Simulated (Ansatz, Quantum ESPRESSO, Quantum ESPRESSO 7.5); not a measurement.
# Complex bands of CdS, zinc blende type, lattice constant set to 5.762 Å

Aim: how fast states decay in the gap of CdS, zinc blende type, lattice constant set to 5.762 Å.

Method: plane-wave DFT, PBE, GBRV ultrasoft pseudopotentials (cross-check by Ansatz 0.2.0 with PAW datasets), in Quantum ESPRESSO 7.5.

Most raw output is cut from this account.

## (1) The structure

It takes space group F-43m (No. 216, cubic). Conventional cell: a = 5.762 Å, b = 5.762 Å, c = 5.762 Å, α = 90.00°, β = 90.00°, γ = 90.00°. Cd has 4 S at 2.50 Å nearest. S has 4 Cd at 2.50 Å nearest. Farther neighbours and most contacts between anions are not listed.

## (2) Ground state

pwcond needs a cell whose third axis lies along the current and stands perpendicular to the other two.

Contents of scf.in:

```
&control
  prefix = 'scf'
  outdir = './out'
  pseudo_dir = './pseudo'
  calculation = 'scf'
  tprnfor = .true.
/
&system
  ibrav = 0
  nat = 4
  ntyp = 2
  ecutwfc = 40
  ecutrho = 200
  occupations = 'fixed'
  nbnd = 22
/
&electrons
  conv_thr = 1e-09
  mixing_beta = 0.6
  electron_maxstep = 120
/
ATOMIC_SPECIES
  Cd  112.4140  cd_pbe_v1.uspp.F.UPF
  S   32.0600  s_pbe_v1.4.uspp.F.UPF
CELL_PARAMETERS angstrom
  4.07434927319689 0.00000000000000 0.00000000000000
  0.00000000000000 4.07434927319689 0.00000000000000
  0.00000000000000 0.00000000000000 5.76200000000000
ATOMIC_POSITIONS crystal
  Cd  0.000000000000 0.000000000000 0.000000000000
  S   0.500000000000 0.000000000000 0.250000000000
  Cd  0.500000000000 0.500000000000 0.500000000000
  S   0.000000000000 0.500000000000 0.750000000000
K_POINTS automatic
  6 6 6 0 0 0
```

On the command line:

```bash
OMP_NUM_THREADS=1 mpirun -n 2 pw.x -nk 2 -in scf.in > scf.out
```

It took 65 s on 2 MPI ranks of Arm Neoverse N1, shared host; peak memory 0.25 GiB.

Read from the output:

| Property | Result |
| --- | --- |
| free energy | -3779.9629 eV |
| valence top, on the run's zero | 6.116 eV |
| conduction bottom, on the run's zero | 7.304 eV |
| gap by band count | 1.188 eV |

The run needed 11 iterations to bring the estimated error under 1e-09 Ry.

## (3) Complex band structure

ikind = 0 solves one period of the crystal for all kz, real and complex, at each energy and k across. ewind and epsproj trim the two-dimensional plane-wave basis; nz1 sets the subslabs.

Contents of cbs.in:

```
&inputcond
  outdir = './out'
  prefixl = 'scf'
  band_file = 'cbs'
  ikind = 0
  ewind = 4.0
  epsproj = 1e-05
  nz1 = 7
  energy0 = 4.48
  denergy = -0.16
/
4
  0.00000000 0.00000000 1.00000000
  0.50000000 0.00000000 1.00000000
  0.50000000 0.50000000 1.00000000
  0.25000000 0.00000000 1.00000000
41
```

On the command line:

```bash
OMP_NUM_THREADS=1 mpirun -n 2 pwcond.x -in cbs.in > cbs.out
```

Run time: 14 min. Hardware: 2 MPI ranks; peak memory 0.19 GiB; 27 min of CPU time.

Numbers from this step:

- peak of the smallest κ at the zone centre: 0.101 Å⁻¹
- energy of the peak at the zone centre: 0.64 eV
- peak of the smallest κ at (1/2, 0): 0.299 Å⁻¹
- peak of the smallest κ at (1/4, 0): 0.291 Å⁻¹

K across = (0, 0) in the cell's reciprocal vectors; values within 0.0025 1/Å of each other count once, columns are sorted by size at each energy, a dash where no further value was kept. Im kz of the slowest decaying states against energy, zero at the highest filled level of the SCF mesh:

| energy (eV) | decay 1 (Å⁻¹) | decay 2 (Å⁻¹) | decay 3 (Å⁻¹) |
| --- | --- | --- | --- |
| -1.92 | 1.11 | 1.46 | 1.70 |
| -1.76 | 1.11 | 1.45 | 1.70 |
| -1.44 | 1.09 | 1.43 | 1.70 |
| -1.28 | 1.09 | 1.42 | 1.70 |
| -0.96 | 1.07 | 1.41 | 1.69 |
| -0.80 | 1.06 | 1.40 | 1.69 |
| -0.64 | 1.05 | 1.39 | 1.68 |
| -0.32 | 1.03 | 1.37 | 1.67 |
| -0.16 | 1.02 | 1.36 | 1.67 |
| 0.00 | 0.009 | 1.01 | 1.35 |
| 0.32 | 0.091 | 0.236 | 0.98 |
| 0.48 | 0.1 | 0.283 | 0.964 |
| 0.80 | 0.095 | 0.35 | 0.927 |
| 0.96 | 0.079 | 0.375 | 0.906 |
| 1.12 | 0.046 | 0.397 | 0.885 |
| 1.44 | 0.432 | 0.837 | 1.26 |
| 1.60 | 0.446 | 0.812 | 1.25 |
| 1.76 | 0.458 | 0.785 | 1.24 |
| 2.08 | 0.477 | 0.675 | 0.78 |
| 2.24 | 0.484 | 0.625 | 0.769 |
| 2.56 | 0.495 | 0.53 | 0.731 |
| 2.72 | 0.481 | 0.498 | 0.708 |
| 2.88 | 0.428 | 0.5 | 0.681 |
| 3.20 | 0.296 | 0.501 | 0.622 |
| 3.36 | 0.198 | 0.5 | 0.588 |
| 3.52 | 0.498 | 0.551 | 1.11 |
| 3.84 | 0.012 | 0.462 | 0.489 |
| 4.00 | 0.106 | 0.405 | 0.483 |
| 4.32 | 0.139 | 0.194 | 0.468 |
| 4.48 | 0.142 | 0.458 | 1.04 |

K across = (0, 0) in the cell's reciprocal vectors. Table of Re kz of states that move upwards by energy, zero at the highest filled level of the SCF mesh:

| energy (eV) | channel 1 (Å⁻¹) | channel 2 (Å⁻¹) | channel 3 (Å⁻¹) |
| --- | --- | --- | --- |
| -1.92 | -0.450 | 0.181 | 0.181 |
| -1.76 | -0.418 | 0.281 | 0.281 |
| -1.44 | -0.353 | 0.424 | 0.424 |
| -1.28 | -0.321 | 0.484 | 0.484 |
| -0.96 | -0.494 | -0.494 | -0.256 |
| -0.80 | -0.438 | -0.438 | -0.224 |
| -0.64 | -0.382 | -0.382 | -0.191 |
| -0.32 | -0.257 | -0.257 | -0.121 |
| -0.16 | -0.178 | -0.178 | -0.0803 |
| 0.00 | - | - | - |
| 0.32 | - | - | - |
| 0.48 | - | - | - |
| 0.80 | - | - | - |
| 0.96 | - | - | - |
| 1.12 | - | - | - |
| 1.44 | 0.101 | - | - |
| 1.60 | 0.136 | - | - |
| 1.76 | 0.167 | - | - |
| 2.08 | 0.227 | - | - |
| 2.24 | 0.256 | - | - |
| 2.56 | 0.313 | - | - |
| 2.72 | 0.343 | - | - |
| 2.88 | 0.372 | - | - |
| 3.20 | 0.436 | - | - |
| 3.36 | 0.471 | - | - |
| 3.52 | 0.108 | 0.510 | - |
| 3.84 | - | - | - |
| 4.00 | - | - | - |
| 4.32 | - | - | - |
| 4.48 | 0.333 | - | - |

K across = (1/2, 0) in the cell's reciprocal vectors; values within 0.0025 1/Å of each other count once, columns are sorted by size at each energy, a dash where no further value was kept. The Im kz of the slowest decaying states by energy, zero at the highest filled level of the SCF mesh:

| energy (eV) | decay 1 (Å⁻¹) | decay 2 (Å⁻¹) | decay 3 (Å⁻¹) |
| --- | --- | --- | --- |
| -1.92 | 1.13 | 1.36 | 1.49 |
| -1.60 | 1.01 | 1.42 | 1.79 |
| -1.28 | 0.869 | 1.42 | 1.82 |
| -0.96 | 0.612 | 1.41 | 1.84 |
| -0.64 | 0.129 | 0.639 | 1.41 |
| -0.32 | 0.204 | 0.776 | 1.41 |
| -0.16 | 0.228 | 0.806 | 1.41 |
| 0.00 | 0.247 | 0.827 | 1.41 |
| 0.16 | 0.262 | 0.841 | 1.41 |
| 0.48 | 0.284 | 0.858 | 1.41 |
| 0.80 | 0.296 | 0.864 | 1.25 |
| 1.12 | 0.299 | 0.864 | 1.15 |
| 1.44 | 0.295 | 0.859 | 1.08 |
| 1.76 | 0.282 | 0.849 | 1.02 |
| 2.08 | 0.26 | 0.837 | 0.959 |
| 2.40 | 0.224 | 0.822 | 0.905 |
| 2.72 | 0.166 | 0.804 | 0.853 |
| 2.88 | 0.12 | 0.795 | 0.827 |
| 3.20 | 0.773 | 0.776 | 1.65 |
| 3.52 | 0.726 | 0.749 | 1.63 |
| 3.84 | 0.674 | 0.723 | 1.60 |
| 4.16 | 0.62 | 0.694 | 1.58 |
| 4.48 | 0.085 | 0.563 | 0.661 |

K across = (1/2, 1/2) in the cell's reciprocal vectors; values within 0.0025 1/Å of each other count once, columns are sorted by size at each energy, a dash where no further value was kept. Im kz of the slowest decaying states against energy, zero at the highest filled level of the SCF mesh:

| energy (eV) | decay 1 (Å⁻¹) | decay 2 (Å⁻¹) | decay 3 (Å⁻¹) |
| --- | --- | --- | --- |
| -1.92 | 0.167 | 0.199 | 1.50 |
| -1.60 | 0.287 | 0.337 | 1.53 |
| -1.28 | 0.344 | 0.402 | 1.54 |
| -0.96 | 0.378 | 0.44 | 1.55 |
| -0.64 | 0.398 | 0.466 | 1.55 |
| -0.32 | 0.41 | 0.481 | 1.54 |
| -0.16 | 0.413 | 0.487 | 1.53 |
| 0.00 | 0.415 | 0.491 | 1.53 |
| 0.16 | 0.415 | 0.493 | 1.52 |
| 0.48 | 0.412 | 0.495 | 1.51 |
| 0.80 | 0.404 | 0.493 | 1.5 |
| 1.12 | 0.392 | 0.487 | 1.49 |
| 1.44 | 0.376 | 0.477 | 1.48 |
| 1.76 | 0.355 | 0.464 | 1.47 |
| 2.08 | 0.328 | 0.447 | 1.45 |
| 2.40 | 0.295 | 0.426 | 1.44 |
| 2.72 | 0.253 | 0.401 | 1.43 |
| 2.88 | 0.227 | 0.386 | 1.42 |
| 3.20 | 0.159 | 0.352 | 1.41 |
| 3.52 | 0.308 | 1.39 | 1.58 |
| 3.84 | 0.252 | 1.38 | 1.56 |
| 4.16 | 0.166 | 1.36 | 1.54 |
| 4.48 | 1.34 | 1.51 | 1.65 |

K across = (1/4, 0) in the cell's reciprocal vectors; values within 0.0025 1/Å of each other count once, columns are sorted by size at each energy, a dash where no further value was kept. The Im kz of the slowest decaying states by energy, zero at the highest filled level of the SCF mesh:

| energy (eV) | decay 1 (Å⁻¹) | decay 2 (Å⁻¹) | decay 3 (Å⁻¹) |
| --- | --- | --- | --- |
| -1.92 | 0.303 | 1.24 | 1.45 |
| -1.60 | 0.108 | 1.23 | 1.43 |
| -1.28 | 0.133 | 1.23 | 1.4 |
| -0.96 | 0.113 | 1.22 | 1.37 |
| -0.64 | 1.22 | 1.34 | 1.43 |
| -0.32 | 0.11 | 1.21 | 1.31 |
| -0.16 | 0.103 | 0.164 | 1.20 |
| 0.00 | 0.199 | 0.233 | 1.20 |
| 0.16 | 0.224 | 0.307 | 1.19 |
| 0.48 | 0.259 | 0.406 | 1.18 |
| 0.80 | 0.28 | 0.476 | 1.05 |
| 1.12 | 0.29 | 0.529 | 0.956 |
| 1.44 | 0.29 | 0.572 | 0.882 |
| 1.76 | 0.28 | 0.608 | 0.817 |
| 2.08 | 0.258 | 0.64 | 0.756 |
| 2.40 | 0.216 | 0.671 | 0.696 |
| 2.72 | 0.103 | 0.634 | 0.703 |
| 2.88 | 0.159 | 0.603 | 0.722 |
| 3.20 | 0.259 | 0.535 | 0.798 |
| 3.52 | 0.296 | 0.459 | 0.779 |
| 3.84 | 0.314 | 0.361 | 0.758 |
| 4.16 | 0.173 | 0.321 | 0.734 |
| 4.48 | 0.183 | 0.319 | 0.706 |

## (4) Complex bands with pwcond.x, with nz1 = 3

A sensitivity test on the input.

cbs.w.in, as its differences from the input of step 3:

```diff
@@ -3,3 +3,3 @@
   prefixl = 'scf'
-  band_file = 'cbs'
+  band_file = 'cbs.w'
   ikind = 0
@@ -7,3 +7,3 @@
   epsproj = 1e-05
-  nz1 = 7
+  nz1 = 3
   energy0 = 4.48
```

On the command line:

```bash
OMP_NUM_THREADS=1 mpirun -n 2 pwcond.x -in cbs.w.in > cbs.w.out
```

Elapsed: 13 min, on 2 MPI ranks; peak memory 0.18 GiB.

The changed values were drawn from a wide range, not chosen for quality; the comparison shows what they did here together.

Beside the run it was changed from:

| quantity | this run | unchanged run | difference |
| --- | --- | --- | --- |
| peak of the smallest κ at the zone centre (Å⁻¹) | 0.101 | 0.101 | 0 |
| peak of the smallest κ at (1/2, 0) (Å⁻¹) | 0.3 | 0.299 | 0.0010 |
| wall time (s) | 776 | 862 |  |

The physical values in this table move by up to 0.33 %.

## (5) Complex bands with pwcond.x, with nenergy = 0

Another try, with an input changed as a hurried user might.

cbs.bad.in, as its differences from the input of step 3:

```diff
@@ -3,3 +3,3 @@
   prefixl = 'scf'
-  band_file = 'cbs'
+  band_file = 'cbs.bad'
   ikind = 0
@@ -16,2 +16,2 @@
   0.25000000 0.00000000 1.00000000
-41
+0
```

On the command line:

```bash
OMP_NUM_THREADS=1 mpirun -n 2 pwcond.x -in cbs.bad.in > cbs.bad.out
```

Run time: 6.3 s. Hardware: 2 MPI ranks; peak memory 0.12 GiB; 12 s of CPU time.

The run finished, but its numbers are not taken as the system's. The fault: no energies.

## (6) Cross-check with Ansatz

As a check, the same structure is run in Ansatz.

Level of this step: plane-wave DFT, PBE, Ansatz PAW (Ansatz 0.2.0).

Contents of input.yaml:

```yaml
crystal:
  lattice:
    - [4.0743492732, 0.0, 0.0]
    - [0.0, 4.0743492732, 0.0]
    - [0.0, 0.0, 5.762]
  atoms:
    - { symbol: Cd, position: [0.0, 0.0, 0.0] }
    - { symbol: S, position: [0.5, 0.0, 0.25] }
    - { symbol: Cd, position: [0.5, 0.5, 0.5] }
    - { symbol: S, position: [0.0, 0.5, 0.75] }
kpoints:
  mp_grid: { grid: [6, 6, 6] }
hamiltonian:
  xc: pbe
scf:
  occupations: { method: fixed }
  convergence: { dr2_threshold: 1.0e-09 }
output:
  transmission:
    leads: [[0, 0]]
    kpoints: [[0, 0], [0.5, 0], [0.5, 0.5], [0.25, 0]]
    e_range: [-1.92, 4.48]
    de: 0.16
```

On the command line:

```bash
ansatz run input.yaml --threads 2 --pin off --max-ram 4096MiB --backend cpu --events-out ev --progress --plain --runs-dir out
```

Run time: 38 s. Hardware: 2 threads; peak memory 0.47 GiB; 75 s of CPU time.

Read from the output:

```
free energy                                      : -18315.5225 eV
gap by band count                                : 1.222 eV
symmetry operations                              : 16
slowest decay at the grid energy nearest mid-gap : 0.1036 Å⁻¹
peak of the smallest κ at the zone centre        : 0.1036 Å⁻¹
peak of the smallest κ at (1/2, 0)               : 0.3005 Å⁻¹
peak of the smallest κ at (1/4, 0)               : 0.2934 Å⁻¹
valence top, on the run's zero                   : 7.443 eV
```

K across = (0, 0) in the cell's reciprocal vectors; values within 0.0025 1/Å of each other count once, columns are sorted by size at each energy, a dash where no further value was kept. The Im kz of the slowest decaying states by energy, zero at the highest filled level of the SCF mesh:

| energy (eV) | decay 1 (Å⁻¹) | decay 2 (Å⁻¹) | decay 3 (Å⁻¹) |
| --- | --- | --- | --- |
| -1.92 | 1.12 | 1.46 | - |
| -1.76 | 1.11 | 1.45 | - |
| -1.44 | 1.10 | 1.43 | - |
| -1.28 | 1.09 | 1.42 | - |
| -0.96 | 1.08 | 1.41 | - |
| -0.80 | 1.07 | 1.40 | - |
| -0.64 | 1.06 | 1.39 | - |
| -0.32 | 1.04 | 1.37 | - |
| -0.16 | 1.03 | 1.36 | - |
| 0.00 | 0.00295 | 1.02 | 1.35 |
| 0.32 | 0.0921 | 0.238 | 0.986 |
| 0.48 | 0.102 | 0.285 | 0.969 |
| 0.80 | 0.0983 | 0.353 | 0.931 |
| 0.96 | 0.0845 | 0.378 | 0.910 |
| 1.12 | 0.0568 | 0.400 | 0.887 |
| 1.44 | 0.436 | 0.839 | 1.26 |
| 1.60 | 0.450 | 0.813 | 1.25 |
| 1.76 | 0.462 | 0.761 | 0.811 |
| 2.08 | 0.481 | 0.655 | 0.802 |
| 2.24 | 0.488 | 0.611 | 0.785 |
| 2.56 | 0.499 | 0.522 | 0.741 |
| 2.72 | 0.475 | 0.502 | 0.716 |
| 2.88 | 0.423 | 0.504 | 0.688 |
| 3.20 | 0.295 | 0.505 | 0.627 |
| 3.36 | 0.200 | 0.504 | 0.592 |
| 3.52 | 0.502 | 0.555 | 1.11 |
| 3.84 | 0.465 | 0.494 | 1.09 |
| 4.00 | 0.0995 | 0.408 | 0.488 |
| 4.32 | 0.139 | 0.207 | 0.472 |
| 4.48 | 0.138 | 0.463 | 1.04 |

K across = (0, 0) in the cell's reciprocal vectors. Table of Re kz of states that move upwards by energy, zero at the highest filled level of the SCF mesh:

| energy (eV) | channel 1 (Å⁻¹) | channel 2 (Å⁻¹) | channel 3 (Å⁻¹) |
| --- | --- | --- | --- |
| -1.92 | -0.453 | 0.157 | 0.157 |
| -1.60 | -0.388 | 0.347 | 0.347 |
| -1.28 | -0.323 | 0.477 | 0.477 |
| -0.96 | -0.499 | -0.499 | -0.258 |
| -0.64 | -0.386 | -0.386 | -0.193 |
| -0.32 | -0.260 | -0.260 | -0.123 |
| -0.16 | -0.179 | -0.179 | -0.0816 |
| 0.00 | - | - | - |
| 0.16 | - | - | - |
| 0.48 | - | - | - |
| 0.80 | - | - | - |
| 1.12 | - | - | - |
| 1.44 | 0.0934 | - | - |
| 1.76 | 0.162 | - | - |
| 2.08 | 0.222 | - | - |
| 2.40 | 0.279 | - | - |
| 2.72 | 0.337 | - | - |
| 2.88 | 0.367 | - | - |
| 3.20 | 0.430 | - | - |
| 3.52 | 0.0947 | 0.503 | - |
| 3.84 | -0.463 | 0.379 | - |
| 4.16 | - | - | - |
| 4.48 | 0.288 | - | - |

K across = (1/2, 0) in the cell's reciprocal vectors; values within 0.0025 1/Å of each other count once, columns are sorted by size at each energy, a dash where no further value was kept. The Im kz of the slowest decaying states by energy, zero at the highest filled level of the SCF mesh:

| energy (eV) | decay 1 (Å⁻¹) | decay 2 (Å⁻¹) | decay 3 (Å⁻¹) |
| --- | --- | --- | --- |
| -1.92 | 1.12 | 1.37 | 1.49 |
| -1.76 | 1.06 | 1.42 | 1.44 |
| -1.60 | 1.00 | 1.43 | - |
| -1.44 | 0.941 | 1.43 | - |
| -1.28 | 0.867 | 1.42 | - |
| -1.12 | 0.774 | 1.42 | - |
| -0.96 | 0.625 | 1.42 | - |
| -0.64 | 0.124 | 0.620 | 1.42 |
| -0.48 | 0.170 | 0.716 | 1.42 |
| -0.32 | 0.202 | 0.767 | 1.42 |
| -0.16 | 0.226 | 0.799 | 1.42 |
| 0.00 | 0.246 | 0.821 | 1.42 |
| 0.16 | 0.262 | 0.836 | 1.42 |
| 0.32 | 0.274 | 0.847 | 1.42 |
| 0.48 | 0.284 | 0.854 | 1.42 |
| 0.64 | 0.291 | 0.858 | 1.29 |
| 0.80 | 0.296 | 0.861 | 1.23 |
| 0.96 | 0.299 | 0.862 | 1.18 |
| 1.12 | 0.300 | 0.861 | 1.14 |
| 1.44 | 0.297 | 0.856 | 1.07 |
| 1.60 | 0.292 | 0.852 | 1.04 |
| 1.76 | 0.285 | 0.848 | 1.01 |
| 1.92 | 0.275 | 0.842 | 0.982 |
| 2.08 | 0.263 | 0.836 | 0.954 |
| 2.24 | 0.247 | 0.829 | 0.927 |
| 2.40 | 0.228 | 0.821 | 0.901 |
| 2.56 | 0.204 | 0.812 | 0.875 |
| 2.72 | 0.173 | 0.803 | 0.850 |
| 2.88 | 0.130 | 0.794 | 0.824 |
| 3.04 | 0.0490 | 0.783 | 0.799 |
| 3.20 | 0.772 | - | - |
| 3.52 | 0.724 | 0.749 | - |
| 3.68 | 0.698 | 0.736 | - |
| 3.84 | 0.672 | 0.722 | - |
| 4.00 | 0.646 | 0.708 | - |
| 4.16 | 0.619 | 0.693 | - |
| 4.32 | 0.591 | 0.677 | - |
| 4.48 | 0.0714 | 0.562 | 0.661 |

K across = (1/2, 1/2) in the cell's reciprocal vectors; values within 0.0025 1/Å of each other count once, columns are sorted by size at each energy, a dash where no further value was kept. Table of Im kz of the slowest decaying states by energy, zero at the highest filled level of the SCF mesh:

| energy (eV) | decay 1 (Å⁻¹) | decay 2 (Å⁻¹) | decay 3 (Å⁻¹) |
| --- | --- | --- | --- |
| -1.92 | 0.147 | 0.173 | - |
| -1.76 | 0.231 | 0.270 | - |
| -1.44 | 0.315 | 0.365 | - |
| -1.28 | 0.340 | 0.394 | - |
| -0.96 | 0.376 | 0.435 | - |
| -0.80 | 0.388 | 0.449 | - |
| -0.64 | 0.397 | 0.461 | - |
| -0.32 | 0.410 | 0.477 | - |
| -0.16 | 0.413 | 0.483 | - |
| 0.00 | 0.415 | 0.487 | - |
| 0.32 | 0.415 | 0.492 | - |
| 0.48 | 0.413 | 0.492 | - |
| 0.80 | 0.405 | 0.490 | - |
| 0.96 | 0.400 | 0.488 | 1.50 |
| 1.12 | 0.393 | 0.485 | 1.49 |
| 1.44 | 0.377 | 0.475 | 1.48 |
| 1.60 | 0.367 | 0.469 | 1.48 |
| 1.76 | 0.356 | 0.462 | 1.47 |
| 2.08 | 0.329 | 0.446 | 1.46 |
| 2.24 | 0.314 | 0.436 | 1.45 |
| 2.56 | 0.277 | 0.413 | 1.44 |
| 2.72 | 0.255 | 0.400 | 1.43 |
| 2.88 | 0.229 | 0.385 | 1.42 |
| 3.20 | 0.162 | 0.351 | 1.41 |
| 3.36 | 0.110 | 0.331 | 1.40 |
| 3.52 | 0.309 | 1.39 | - |
| 3.84 | 0.253 | 1.38 | - |
| 4.00 | 0.216 | 1.37 | - |
| 4.32 | 0.0966 | 1.36 | - |
| 4.48 | 1.35 | - | - |

K across = (1/4, 0) in the cell's reciprocal vectors; values within 0.0025 1/Å of each other count once, columns are sorted by size at each energy, a dash where no further value was kept. Im kz of the slowest decaying states against energy, zero at the highest filled level of the SCF mesh:

| energy (eV) | decay 1 (Å⁻¹) | decay 2 (Å⁻¹) | decay 3 (Å⁻¹) |
| --- | --- | --- | --- |
| -1.92 | 0.318 | 1.24 | 1.45 |
| -1.76 | 0.0653 | 0.214 | 1.24 |
| -1.60 | 0.106 | 1.24 | 1.43 |
| -1.44 | 0.126 | 1.24 | 1.41 |
| -1.28 | 0.134 | 1.24 | 1.40 |
| -1.12 | 0.131 | 1.24 | 1.39 |
| -0.96 | 0.115 | 1.23 | 1.37 |
| -0.64 | 1.23 | 1.34 | 1.43 |
| -0.48 | 1.22 | 1.33 | 1.42 |
| -0.32 | 0.106 | 1.22 | 1.31 |
| -0.16 | 0.0970 | 0.162 | 1.21 |
| 0.00 | 0.198 | 0.232 | 1.21 |
| 0.16 | 0.224 | 0.308 | 1.20 |
| 0.32 | 0.244 | 0.364 | 1.19 |
| 0.48 | 0.260 | 0.408 | 1.19 |
| 0.64 | 0.272 | 0.446 | 1.09 |
| 0.80 | 0.281 | 0.479 | 1.03 |
| 0.96 | 0.288 | 0.507 | 0.982 |
| 1.12 | 0.292 | 0.533 | 0.943 |
| 1.44 | 0.293 | 0.576 | 0.873 |
| 1.60 | 0.289 | 0.595 | 0.841 |
| 1.76 | 0.284 | 0.613 | 0.810 |
| 1.92 | 0.275 | 0.630 | 0.780 |
| 2.08 | 0.263 | 0.646 | 0.751 |
| 2.24 | 0.246 | 0.662 | 0.721 |
| 2.40 | 0.223 | 0.678 | 0.691 |
| 2.56 | 0.189 | 0.662 | 0.694 |
| 2.72 | 0.128 | 0.631 | 0.712 |
| 2.88 | 0.134 | 0.600 | 0.734 |
| 3.04 | 0.218 | 0.567 | 0.772 |
| 3.20 | 0.255 | 0.533 | 0.799 |
| 3.52 | 0.294 | 0.457 | 0.780 |
| 3.68 | 0.306 | 0.413 | 0.770 |
| 3.84 | 0.314 | 0.360 | 0.759 |
| 4.00 | 0.293 | 0.319 | 0.747 |
| 4.16 | 0.181 | 0.322 | 0.735 |
| 4.32 | 0.111 | 0.322 | 0.722 |
| 4.48 | 0.177 | 0.320 | 0.708 |

## (7) A check by hand

T falls as exp(−2κd). With κ = 0.101 1/Å, 10 Å of barrier pass exp(−2 × 0.101 × 10) = 0.13 of that channel, interfaces aside.

## (8) Summary of results

| Property | Result |
| --- | --- |
| gap on the SCF mesh | 1.19 eV |
| smallest κ at mid-gap among the four k points, at the zone centre | 0.101 Å⁻¹ |
| peak of the smallest κ in the stop band at the zone centre | 0.101 Å⁻¹ |
| peak of the smallest κ in the stop band at (1/2, 0) | 0.299 Å⁻¹ |
| peak of the smallest κ in the stop band at (1/4, 0) | 0.291 Å⁻¹ |
| energy of the peak at the zone centre, over the highest filled level | 0.64 eV |
| peak at the zone centre by Ansatz | 0.104 Å⁻¹ |

**Reading.** With a gap of 1.19 eV on the mesh, the smallest κ at mid-gap among the four k points, at the zone centre is 0.101 Å⁻¹ (PBE, GBRV ultrasoft). For a barrier with the Fermi level at mid-gap the slowest state found, at the zone centre, loses a factor of ten in probability every 11 Å or so. Stop bands away from the zone centre are mostly wider than the gap, so their peaks can lie above the conduction bottom. At the zone centre pwcond's peak is 0.101 and Ansatz's 0.104 1/Å, 3 % apart. The cell is the a/√2 one, turned by 45°, with two primitive cells, so X along [001] folds onto kz = 0. A semilocal gap is too small, often by a third to a half and by more in narrow-gap crystals, so real barriers decay faster. Spin-orbit coupling is left out; depending on the atoms that carry the levels of interest, it can split and shift them by tens to hundreds of meV.

[Logs are printed without paths, hosts, clocks, repeated set-up lines and the standing remarks that a program may print on its own settings, such as how far it seeks lower states.]

[Hosts, paths, dates, database ids (printed as entryN), source tags and the programs' standing remarks are cut or masked in the printed files.]

[Maps of the electrostatic potential energy from Ansatz leave out the sawtooth potential of an applied field or a dipole correction, so their vacuum need not be flat; planar profiles and work functions include it.]
